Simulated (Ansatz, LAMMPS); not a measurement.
# Site preference of Cd in place of Zn in amorphous Zn22Hg13S35 (70 atoms): runs compared

Aim: make Cd in place of Zn at several sites of amorphous Zn22Hg13S35 (70 atoms), relax each, and compare their energies.

Computed with Ansatz 0.2.0: Kohn-Sham DFT, PBE, PAW (set soft_2, large core), plane waves.

## Step 1: The cell as built

The cell holds 70 atoms: 22 Zn, 13 Hg and 35 S. Its edges and angles: a = 11.581 Å, b = 11.581 Å, c = 11.581 Å, α = 90.0°, β = 90.0°, γ = 90.0°. 70 atoms (22 Zn, 13 Hg, 35 S) placed at random at 5.53 g/cm³, melted at 2500 K for 10 ps at fixed volume with the Stillinger-Weber II-VI potential (Zhou et al., Phys. Rev. B 88, 085309 (2013)). Quenched from 2500 K to 500 K at 100 K/ps and fixed volume, held 5 ps.

Limits known from the start: The quench rate of 100 K/ps far exceeds what a furnace or splat quench reaches, so expect more defects and frozen-in strain than in a real sample. The network of bonds at the start is that of the classical potential that made the cell, and needn't be the one that DFT or experiment would give. The Brillouin zone is sampled at Γ only, in a cell whose shortest periodic width is 12 Å. Spin–orbit coupling is left out, which matters for the levels of the heavy elements.

## Step 2: The reference run

The reference is a single point at the end of the relaxation.

Every defect cell starts from the geometry of this run and is relaxed in the fixed cell.

Its input, with most atom lines left out:

```yaml
crystal:
  lattice:
    - [11.5811, 0.0, 0.0]
    - [0.0, 11.5811, 0.0]
    - [0.0, 0.0, 11.5811]
  atoms:
    - { symbol: Zn, position: [0.69184, 0.52993, 0.96635] }
    - { symbol: Zn, position: [0.30905, 0.82961, 0.44243] }
    - { symbol: Zn, position: [0.19158, 0.12754, 0.58269] }
    - { symbol: Zn, position: [0.57813, 0.72401, 0.69446] }
    - { symbol: Zn, position: [0.05159, 0.01631, 0.2859] }
    - { symbol: Zn, position: [0.02487, 0.01852, 0.88966] }
    - { symbol: Zn, position: [0.52209, 0.42227, 0.19751] }
    [... atom lines 8 to 70 left out ...]
kpoints:
  mp_grid: { grid: [1, 1, 1] }
hamiltonian:
  xc: pbe
  pseudopotentials: { kind: paw, core: large }
scf:
  occupations: { method: fermi_dirac, width: 0.05 }
output:
  forces: true
  stress: true
  populations: intrinsic
  dos:
    method: { smearing: { sigma: 0.08 } }
    de: 0.1
    projected: { site_lists: { Hg: [Hg], S: [S], Zn: [Zn] } }
  eigenvalues: true
  write_density: true
  write_potential: true
  volumetric_format: npy
  elf: true
```

```
free energy per atom   : -3539.0282 eV/atom
r.m.s. force component : 0.00907 eV/Å
pressure               : 1.864 GPa
```

Filled and empty levels are parted by 0.958 eV (at Γ alone); a semilocal functional tends to put such gaps too low. In a disordered cell it changes from sample to sample, and tail or defect levels can set it.

## Step 3: The runs

Each row is one run, on 4 threads of Arm Neoverse V2, shared host. The free energy is the program's total, comparable only between runs with the same functional, potentials and atoms.

```tsv
run	atoms	outcome	ionic steps, all passes	free energy (eV)	time	host memory (GiB)
Single point at the start	70	converged	-	-247716.608	19 s	2.0
Relaxation	70	converged	60	-247731.974	10 min	2.0
Single point at the relaxed geometry	70	converged	-	-247731.974	27 s	2.0
Cd on a site of Zn, site Zn20	70	converged	9	-252667.172	2.4 min	2.1
Cd on a site of Zn, site Zn5	70	converged	7	-252667.213	1.8 min	2.1
Cd on a site of Zn, site Zn22	70	converged	4	-252666.896	59 s	2.1
Cd on a site of Zn, site Zn14	70	converged	5	-252667.023	77 s	2.1
Cd on a site of Zn, site Zn4	70	converged	6	-252666.944	91 s	2.1
Cd on a site of Zn, site Zn7	70	converged	7	-252666.961	1.8 min	2.1
```

In some runs the program notes that potentials were chosen by core size.

Local excerpt of 10 atoms (numbers count through the whole input) about site Zn5, the cheapest one, after relaxation; x, y, z are measured from there.

```tsv
atom	x	y	z	distance (Å)	bonds
Cd5	0.04	-0.01	-0.01	0.04	4
S58	-1.55	1.69	0.96	2.49	4
S53	-1.36	-2.12	-0.31	2.54	4
S40	2.11	0.02	1.56	2.62	4
S63	0.66	0.38	-2.51	2.62	4
Zn18	-0.22	3.54	0.74	3.62	4
Hg23	-0.91	-1.61	3.14	3.64	1
Zn9	3.38	1.75	0.48	3.84	4
Zn20	-2.83	-2.18	1.51	3.87	3
S57	1.89	3.41	-0.06	3.90	3
```

The column of bonds counts only the pairs S-S within 2.37 Å, S-Zn within 3.02 Å, S-Hg within 2.83 Å, S-Cd within 3.02 Å; other neighbours, such as metal atoms beside each other in a compound, aren't counted, and periodic images can show an atom twice.

## Step 4: The sites compared

All these cells hold the same atoms, so their energies can be compared with no chemical potential.

```tsv
site	neighbours	mean distance (Å)	atoms within 6 Å	energy over the best site (eV)	before relaxation (eV)	gain on relaxing (eV)
Zn5	S4	2.40	38	0.00	0.00	0.51
Zn20	S3	2.35	41	0.04	0.10	0.56
Zn14	S4	2.38	36	0.19	0.27	0.59
Zn7	S4	2.37	34	0.25	0.38	0.63
Zn4	S4	2.36	36	0.27	0.37	0.61
Zn22	S4	2.38	42	0.32	0.38	0.57
```

Neighbours are those of the relaxed host within 2.83 Å (S-Zn); other pairs aren't counted.

## Step 5: What came out

The cheapest site is Zn5 (4 neighbours, S4); the dearest, Zn22 (4 neighbours, S4), costs 0.32 eV more. By coordination the energies over the best site are 0.04 eV with 3 neighbours and 0.00 to 0.32 eV with 4 neighbours. Relaxation gains 0.51 to 0.63 eV and leaves the best site the same.

**Limits.** Defects are neutral and interact with their images. In a disordered cell the relaxation can also rearrange atoms far from the site. Only 6 of the 22 Zn sites were tried; unless symmetry makes the others alike to these, a cheaper one may exist. The pressure of 1.9 GPa shows the cell to be compressed for this functional.

The DFT runs together took 21 min of wall time.

[Logs are printed without paths, hosts, clocks, repeated set-up lines and the standing remarks that a program may print on its own settings, such as how far it seeks lower states.]

[Hosts, paths, dates, database ids (printed as entryN), source tags and the programs' standing remarks are cut or masked in the printed files.]
